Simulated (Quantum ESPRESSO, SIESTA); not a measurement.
# How stiff is fcc Pt? Volume scan at PBEsol

What equilibrium volume and bulk modulus does PBEsol give for fcc Pt, and do programs with other bases and potentials agree?

Values are calculated unless marked as measured.

**Measured values to reproduce.**

For Pt, fcc (Pt in the cooled residue of the platinate partly decomposed at about 960 C), “Crystal structure of Nd10.67Pt4O24, a new neodymium platinate” (2024, arxiv:2412.16732) gives, by powder X-ray diffraction, Rietveld: lattice constant a (a, cubic cell) 3.9227 ± 0.0002 Å [Pt in a mixed-phase decomposition product after thermogravimetry; sample displacement …].

**1. Set-up**

The cell holds 1 atom (1 Pt). It starts from typed lattice constants, and its volume is changed by -8 to +8 %. Symmetry fixes shape and atoms, so all levels solve the scaled cells as they are.

**2. One input**

Quantum ESPRESSO 7.5: Kohn-Sham DFT, PBEsol, GBRV 1.5 ultrasoft pseudopotentials, plane waves. Its pw.in for the cell at -4 %:

```
&control
  calculation = 'scf'
  pseudo_dir = './pseudo'
  outdir = './tmp'
  disk_io = 'none'
  tprnfor = .true.
  tstress = .true.
/
&system
  ibrav = 0
  nat = 1
  ntyp = 1
  ecutwfc = 45
  ecutrho = 270
  occupations = 'smearing'
  smearing = 'fd'
  degauss = 0.007350
/
&electrons
  conv_thr = 1.0e-08
  electron_maxstep = 100
  mixing_beta = 0.3
  mixing_mode = 'plain'
  diagonalization = 'david'
/
ATOMIC_SPECIES
Pt 195.084 Pt.upf
CELL_PARAMETERS angstrom
0.00000 1.95817 1.95817
1.95817 0.00000 1.95817
1.95817 1.95817 0.00000
ATOMIC_POSITIONS crystal
Pt 0.00000 0.00000 0.00000
K_POINTS automatic
13 13 13 0 0 0
```

The job ended after 7.2 s (2 MPI ranks of Arm Neoverse N1, shared host; peak memory 0.16 GiB; 14 s of CPU time).

**3. Programs and settings**

| level | basis or training data | k-meshes | runs with an energy | CPU time | peak memory (GiB) |
| --- | --- | --- | --- | --- | --- |
| QE, PBEsol (reference) | plane waves, GBRV 1.5 ultrasoft, 45/270 Ry | 13×13×13 | 9 of 9 | 2.3 min | 0.17 |
| SIESTA DZP, PBEsol | DZP orbitals, shift 0.01 Ry, mesh 400 Ry | 13×13×13 | 9 of 9 | 5.4 min | 0.34 |

CPU times are sums over those runs, relaxations that stopped short among them, on a shared host, and rough.

**4. Energy and pressure**

Energy over each level's lowest row (meV an atom), then pressure (GPa):

```
volume change (%)  volume (Å³/atom)  E, QE, PBEsol  E, SIESTA DZP, PBEsol  P, QE, PBEsol  P, SIESTA DZP, PBEsol
               -8            14.391          26.25                  20.67          13.33                  12.58
               -6            14.704           6.40                   4.23           6.03                   4.82
               -4            15.017           0.00                   0.00          -0.36                  -0.84
               -2            15.330           5.33                   7.43          -5.97                  -6.34
               +0            15.643          20.96                  23.97         -10.87                 -10.96
               +2            15.956          45.58                  50.47         -15.22                 -15.66
               +4            16.268          78.01                  83.85         -18.94                 -18.95
               +6            16.581         117.31                 124.52         -22.19                 -22.54
               +8            16.894         162.43                 170.35         -24.99                 -24.71
```

**5. Fits**

Third-order Birch–Murnaghan fits: the energy is a cubic in V^(−2/3), fitted to the energies of the rows that share one k-mesh, or through its derivative to the printed pressures. A tick marks the fit quoted below: that to energies where it misses by under 0.12 meV an atom, else that to pressures.

| level | fitted to | V0 (Å³/atom) | a (Å) | B0 (GPa) | B′ | r.m.s. miss |
| --- | --- | --- | --- | --- | --- | --- |
| QE, PBEsol | energies, 9 rows ✓ | 15.024 | 3.917 | 288.0 | 5.46 | 0.02 meV/atom |
| QE, PBEsol | pressures, 9 rows | 14.997 | 3.915 | 289.5 | 5.39 | 0.02 GPa |
| SIESTA DZP, PBEsol | energies, 9 rows | 14.966 | 3.912 | 280.8 | 5.04 | 0.22 meV/atom |
| SIESTA DZP, PBEsol | pressures, 9 rows ✓ | 14.964 | 3.912 | 285.9 | 5.44 | 0.25 GPa |

**6. Findings**

From its energies, the reference gives V0 = 15.024 Å³ an atom (a = 3.917 Å), B0 = 288 GPa and B′ = 5.5. SIESTA DZP, PBEsol (pressures) lies -0.40 % from it in volume and -0.7 % in bulk modulus. The energies of SIESTA DZP, PBEsol scatter about their fit by 0.22 meV an atom even on one mesh, so the pressures are quoted there. Where both fits stand, they agree on V0 within 0.3 %.

Calculation against experiment:

| quantity | measured | QE, PBEsol | SIESTA DZP, PBEsol |
| --- | --- | --- | --- |
| lattice constant a (Å) | 3.9227 | 3.917 (-0.1 %) | 3.912 (-0.3 %) |

Measured values from arxiv:2412.16732 (2024).

**Against experiment.** The reference's lattice constant a lies -0.1 % from the measured 3.9227 Å, the other levels' -0.3 %. The grades are ours: good and fair within 0.7 and 1.5 % for the lattice constant a. Zero-point motion and thermal motion are not in the computed lattice constants.

Caveats: The nuclei are static, without zero-point or thermal motion. Spin–orbit coupling is left out. SIESTA's automatically made basis is far from complete, and its potentials were converted by us (checked for H, C, O, Si, Ge and Ca alone). The DFT runs use Fermi–Dirac occupations of width 0.1 eV, and energies are free energies.

[Logs are printed without paths, hosts, clocks, repeated set-up lines and the standing remarks that a program may print on its own settings, such as how far it seeks lower states.]

[Hosts, paths, dates, database ids (printed as entryN), source tags and the programs' standing remarks are cut or masked in the printed files.]
